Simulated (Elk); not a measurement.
# Mn3CuN: cost and accuracy of the number of empty states, part 2 of 2

Two starts of Mn3CuN are run at each rung of the number of empty states. Which rung is enough?

Elk 11.2.3 (patched build); LDA (Perdew-Wang); all-electron APW+lo, Dirac cores, scalar-relativistic bands.

So far, largest spin moment in the muffin-tin sphere (μB): step 2 (rung 1 (2 empty states an atom), start ferro +++) 1.73; step 3 (rung 1 (2 empty states an atom), start ferri ++-) 2.24; step 4 (rung 2 (4 empty states an atom), start ferro +++) 1.94; step 5 (rung 2 (4 empty states an atom), start ferri ++-) 2.36.

### 6. Rung 3 (8 empty states an atom), start ferro +++

elk.in

```
tasks
  0

xctype
  3

rgkmax
  7.0

nempty
  8

swidth
  0.002

reducebf
  0.5

epsengy
  1e-05

maxscl
  100

lmaxi
  2

spinpol
  .true.

sppath
  './'

avec
  7.23547220310 0.00000000000 0.00000000000
  0.00000000000 7.23547220310 0.00000000000
  0.00000000000 0.00000000000 7.23547220310

atoms
  3
  'Mn.in'
  3
  0.0000000000 0.5000000000 0.5000000000   0.000000 0.000000 -0.262500
  0.5000000000 0.5000000000 0.0000000000   0.000000 0.000000 -0.262500
  0.5000000000 0.0000000000 0.5000000000   0.000000 0.000000 -0.262500
  'Cu.in'
  1
  0.0000000000 0.0000000000 0.0000000000   0.000000 0.000000 0.000000
  'N.in'
  1
  0.5000000000 0.5000000000 0.5000000000   0.000000 0.000000 0.000000

ngridk
  6 6 6
```

Launch:

```sh
$ OMP_NUM_THREADS=2 elk
```

Numbers of over 12 decimals in the logs are rounded to 6 here.

Output:

```text
Warning(init1): few empty states an atom for a second variation :    8.000000000
 they are its basis, with spin, DFT+U, afieldc (12 by default), in Hartree-Fock and RDMFT; 30 and more for pressures
Warning(gndstate): core states of species 2 leak from the muffin-tin :   0.1610149769E-03

--- INFO.OUT ---
┌─────────────────────────┐
│ Elk code version 11.2.3 │
└─────────────────────────┘

All units are atomic (Hartree, Bohr, etc.)

┌─────────────────────────────────────────────────┐
│ Ground-state run starting from atomic densities │
[...]
Moments :
 interstitial                :   0.2851787607
 muffin-tins
  species : 1 (Mn)
   atom 1                    :    2.022326608
   atom 2                    :    2.022326608
   atom 3                    :    2.022326608
  species : 2 (Cu)
   atom 1                    :   0.1639883225
  species : 3 (N)
   atom 1                    :  -0.9717080872E-01
 total in muffin-tins        :    6.133797339
 total moment                :    6.418976100

┌──────────────────────────────┐
│ Self-consistent loop stopped │
└──────────────────────────────┘

Warning : core states of species 2 leak from the muffin-tin :   0.1610149769E-03

Wrote STATE.OUT

[key lines of the parts left out:]
total energy                :     -5176.4859606418
```

It took 4.4 min on 2 threads of Arm Neoverse N1, shared host; peak memory 0.15 GiB; 8.6 min of CPU time.

Numbers from this step:

```
magnetization  : 6.419 μB
final state    : ferromagnetic
largest moment : 2.022 μB
```

The largest moment moves by +0.08 μB from rung 2, at 1.2 times its CPU time.

### 7. Rung 3 (8 empty states an atom), start ferri ++-

elk.in, as its differences from that of step 6:

```diff
@@ -44,3 +44,3 @@
   0.5000000000 0.5000000000 0.0000000000   0.000000 0.000000 -0.262500
-  0.5000000000 0.0000000000 0.5000000000   0.000000 0.000000 -0.262500
+  0.5000000000 0.0000000000 0.5000000000   0.000000 0.000000 0.262500
   'Cu.in'
```

Launch:

```sh
$ OMP_NUM_THREADS=2 elk
```

Output:

```text
Warning(init1): few empty states an atom for a second variation :    8.000000000
 they are its basis, with spin, DFT+U, afieldc (12 by default), in Hartree-Fock and RDMFT; 30 and more for pressures
Warning(gndstate): core states of species 2 leak from the muffin-tin :   0.1611003684E-03

--- INFO.OUT ---
┌─────────────────────────┐
│ Elk code version 11.2.3 │
└─────────────────────────┘

All units are atomic (Hartree, Bohr, etc.)

┌─────────────────────────────────────────────────┐
│ Ground-state run starting from atomic densities │
[...]
Moments :
 interstitial                :   0.4588309626E-02
 muffin-tins
  species : 1 (Mn)
   atom 1                    :    1.557033182
   atom 2                    :    1.557033182
   atom 3                    :   -2.404752328
  species : 2 (Cu)
   atom 1                    :   0.1007440898E-01
  species : 3 (N)
   atom 1                    :  -0.2274722103E-01
 total in muffin-tins        :   0.6966412240
 total moment                :   0.7012295337

┌──────────────────────────────┐
│ Self-consistent loop stopped │
└──────────────────────────────┘

Warning : core states of species 2 leak from the muffin-tin :   0.1611003684E-03

Wrote STATE.OUT

[key lines of the parts left out:]
total energy                :     -5176.4910504682
```

The job ended after 9.8 min (2 threads; peak memory 0.17 GiB).

Numbers from this step:

* magnetization: 0.7012 μB
* final state: ferrimagnetic
* largest moment: 2.405 μB

This start lies -46.2 meV a seeded atom from the first, a change of +3.1 meV since rung 2; its largest moment is 2.40 μB.

### 8. Rung 4 (16 empty states an atom), start ferro +++

elk.in, as its differences from that of step 7:

```diff
@@ -10,3 +10,3 @@
 nempty
-  8
+  16
 
@@ -44,3 +44,3 @@
   0.5000000000 0.5000000000 0.0000000000   0.000000 0.000000 -0.262500
-  0.5000000000 0.0000000000 0.5000000000   0.000000 0.000000 0.262500
+  0.5000000000 0.0000000000 0.5000000000   0.000000 0.000000 -0.262500
   'Cu.in'
```

Launch:

```sh
$ OMP_NUM_THREADS=2 elk
```

Output:

```text
Warning(gndstate): core states of species 2 leak from the muffin-tin :   0.1610419908E-03

--- INFO.OUT ---
┌─────────────────────────┐
│ Elk code version 11.2.3 │
└─────────────────────────┘

All units are atomic (Hartree, Bohr, etc.)

┌─────────────────────────────────────────────────┐
│ Ground-state run starting from atomic densities │
└─────────────────────────────────────────────────┘

Lattice vectors :
   7.235472203       0.000000000       0.000000000
   0.000000000       7.235472203       0.000000000
[...]
Moments :
 interstitial                :   0.2707593483
 muffin-tins
  species : 1 (Mn)
   atom 1                    :    2.045659689
   atom 2                    :    2.045659689
   atom 3                    :    2.045659689
  species : 2 (Cu)
   atom 1                    :   0.1652222136
  species : 3 (N)
   atom 1                    :  -0.9961600716E-01
 total in muffin-tins        :    6.202585275
 total moment                :    6.473344623

┌──────────────────────────────┐
│ Self-consistent loop stopped │
└──────────────────────────────┘

Warning : core states of species 2 leak from the muffin-tin :   0.1610419908E-03

Wrote STATE.OUT

[key lines of the parts left out:]
total energy                :     -5176.4864020412
```

Wall time 6.3 min (2 threads); peak memory 0.16 GiB; 13 min of CPU time.

This step gave:

* magnetization: 6.473 μB
* final state: ferromagnetic
* largest moment: 2.046 μB

The largest moment moves by +0.02 μB from rung 3, at 1.5 times its CPU time.

### 9. Rung 4 (16 empty states an atom), start ferri ++-

elk.in, as its differences from that of step 8:

```diff
@@ -44,3 +44,3 @@
   0.5000000000 0.5000000000 0.0000000000   0.000000 0.000000 -0.262500
-  0.5000000000 0.0000000000 0.5000000000   0.000000 0.000000 -0.262500
+  0.5000000000 0.0000000000 0.5000000000   0.000000 0.000000 0.262500
   'Cu.in'
```

Launch:

```sh
$ OMP_NUM_THREADS=2 elk
```

Output:

```text
Warning(gndstate): core states of species 2 leak from the muffin-tin :   0.1611220472E-03

--- INFO.OUT ---
┌─────────────────────────┐
│ Elk code version 11.2.3 │
└─────────────────────────┘

All units are atomic (Hartree, Bohr, etc.)

┌─────────────────────────────────────────────────┐
│ Ground-state run starting from atomic densities │
└─────────────────────────────────────────────────┘

Lattice vectors :
   7.235472203       0.000000000       0.000000000
   0.000000000       7.235472203       0.000000000
[...]
Moments :
 interstitial                :   0.1908015133E-02
 muffin-tins
  species : 1 (Mn)
   atom 1                    :    1.567072281
   atom 2                    :    1.567072281
   atom 3                    :   -2.416687910
  species : 2 (Cu)
   atom 1                    :   0.1009130960E-01
  species : 3 (N)
   atom 1                    :  -0.2284862924E-01
 total in muffin-tins        :   0.7046993336
 total moment                :   0.7066073487

┌──────────────────────────────┐
│ Self-consistent loop stopped │
└──────────────────────────────┘

Warning : core states of species 2 leak from the muffin-tin :   0.1611220472E-03

Wrote STATE.OUT

[key lines of the parts left out:]
total energy                :     -5176.4913457761
```

Wall time 15 min (2 threads); peak memory 0.19 GiB; 29 min of CPU time.

This step gave:

```
magnetization  : 0.7066 μB
final state    : ferrimagnetic
largest moment : 2.417 μB
```

This start lies -44.8 meV a seeded atom from the first, a change of +1.3 meV since rung 3; its largest moment is 2.42 μB.

### 10. Rung 5 (30 empty states an atom), start ferro +++

elk.in, as its differences from that of step 9:

```diff
@@ -10,3 +10,3 @@
 nempty
-  16
+  30
 
@@ -44,3 +44,3 @@
   0.5000000000 0.5000000000 0.0000000000   0.000000 0.000000 -0.262500
-  0.5000000000 0.0000000000 0.5000000000   0.000000 0.000000 0.262500
+  0.5000000000 0.0000000000 0.5000000000   0.000000 0.000000 -0.262500
   'Cu.in'
```

Launch:

```sh
$ OMP_NUM_THREADS=2 elk
```

Output:

```text
Warning(gndstate): core states of species 2 leak from the muffin-tin :   0.1610379046E-03

--- INFO.OUT ---
┌─────────────────────────┐
│ Elk code version 11.2.3 │
└─────────────────────────┘

All units are atomic (Hartree, Bohr, etc.)

┌─────────────────────────────────────────────────┐
│ Ground-state run starting from atomic densities │
└─────────────────────────────────────────────────┘

Lattice vectors :
   7.235472203       0.000000000       0.000000000
   0.000000000       7.235472203       0.000000000
[...]
Moments :
 interstitial                :   0.2687804226
 muffin-tins
  species : 1 (Mn)
   atom 1                    :    2.049061369
   atom 2                    :    2.049061369
   atom 3                    :    2.049061369
  species : 2 (Cu)
   atom 1                    :   0.1653012325
  species : 3 (N)
   atom 1                    :  -0.9926914793E-01
 total in muffin-tins        :    6.213216191
 total moment                :    6.481996614

┌──────────────────────────────┐
│ Self-consistent loop stopped │
└──────────────────────────────┘

Warning : core states of species 2 leak from the muffin-tin :   0.1610379046E-03

Wrote STATE.OUT

[key lines of the parts left out:]
total energy                :     -5176.4865020735
```

The job ended after 12 min (2 threads; peak memory 0.24 GiB; 24 min of CPU time).

This step gave:

```
magnetization  : 6.482 μB
final state    : ferromagnetic
largest moment : 2.049 μB
```

The largest moment is that of rung 4, at 1.9 times its CPU time.

### 11. Rung 5 (30 empty states an atom), start ferri ++-

elk.in, as its differences from that of step 10:

```diff
@@ -44,3 +44,3 @@
   0.5000000000 0.5000000000 0.0000000000   0.000000 0.000000 -0.262500
-  0.5000000000 0.0000000000 0.5000000000   0.000000 0.000000 -0.262500
+  0.5000000000 0.0000000000 0.5000000000   0.000000 0.000000 0.262500
   'Cu.in'
```

Launch:

```sh
$ OMP_NUM_THREADS=2 elk
```

Output:

```text
Warning(gndstate): core states of species 2 leak from the muffin-tin :   0.1611197926E-03

--- INFO.OUT ---
┌─────────────────────────┐
│ Elk code version 11.2.3 │
└─────────────────────────┘

All units are atomic (Hartree, Bohr, etc.)

┌─────────────────────────────────────────────────┐
│ Ground-state run starting from atomic densities │
└─────────────────────────────────────────────────┘

Lattice vectors :
   7.235472203       0.000000000       0.000000000
   0.000000000       7.235472203       0.000000000
[...]
Moments :
 interstitial                :   0.1668663162E-02
 muffin-tins
  species : 1 (Mn)
   atom 1                    :    1.568875016
   atom 2                    :    1.568875016
   atom 3                    :   -2.418048843
  species : 2 (Cu)
   atom 1                    :   0.1002707649E-01
  species : 3 (N)
   atom 1                    :  -0.2281730105E-01
 total in muffin-tins        :   0.7069109653
 total moment                :   0.7085796284

┌──────────────────────────────┐
│ Self-consistent loop stopped │
└──────────────────────────────┘

Warning : core states of species 2 leak from the muffin-tin :   0.1611197926E-03

Wrote STATE.OUT

[key lines of the parts left out:]
total energy                :     -5176.4914133306
```

Run time: 26 min. Hardware: 2 threads; peak memory 0.3 GiB; 52 min of CPU time.

Numbers from this step:

| Quantity | Value |
| --- | --- |
| magnetization | 0.7086 μB |
| final state | ferrimagnetic |
| largest moment | 2.418 μB |

This start lies -44.5 meV a seeded atom from the first, a change of +0.3 meV since rung 4; its largest moment is 2.42 μB.

### 12. The rungs together

Ladder, by row:

```
rung  empty states an atom  state from the first start  state from the second start  second less first (meV a seeded atom)  moment, first (μB)  moment, second (μB)  CPU time (s)
   1                     2               ferromagnetic                ferrimagnetic                                 -49.86               1.734                2.241          1157
   2                     4               ferromagnetic                ferrimagnetic                                 -49.25               1.942                2.357          1343
   3                     8               ferromagnetic                ferrimagnetic                                 -46.17               2.022                2.405          1679
   4                    16               ferromagnetic                ferrimagnetic                                 -44.84               2.046                2.417          2519
   5                    30               ferromagnetic                ferrimagnetic                                 -44.55               2.049                2.418          4577
```

### 13. Summary of results

```yaml
range_of_the_moment_in_the_table_second_start: 2.24 to 2.42 μB
range_of_cpu_time: 19 min to 76 min
range_of_the_energy_difference: -49.9 to -44.5 meV a seeded atom
first_rung_from_which_all_stay_within_2p2_mev_of_the_last: 3
```

From rung 3 on the result stays within 1.6 meV of the last rung, inside the margin of 2.2 meV set for it, at 37 % of the last rung's cost. The second start ends lower on every rung of the table; whether functional and cell give the true order is another question.

[Logs and program files are shortened in this print: banners, set-up blocks, solver, clock and traceback lines can be left out without a mark of their own.]

[Logs are printed without paths, hosts, clocks, repeated set-up lines and the standing remarks that a program may print on its own settings, such as how far it seeks lower states.]

[Hosts, paths, dates, database ids (printed as entryN), source tags and the programs' standing remarks are cut or masked in the printed files.]

[Where a cell is said to come from a database of computed structures, the database is the Materials Project.]
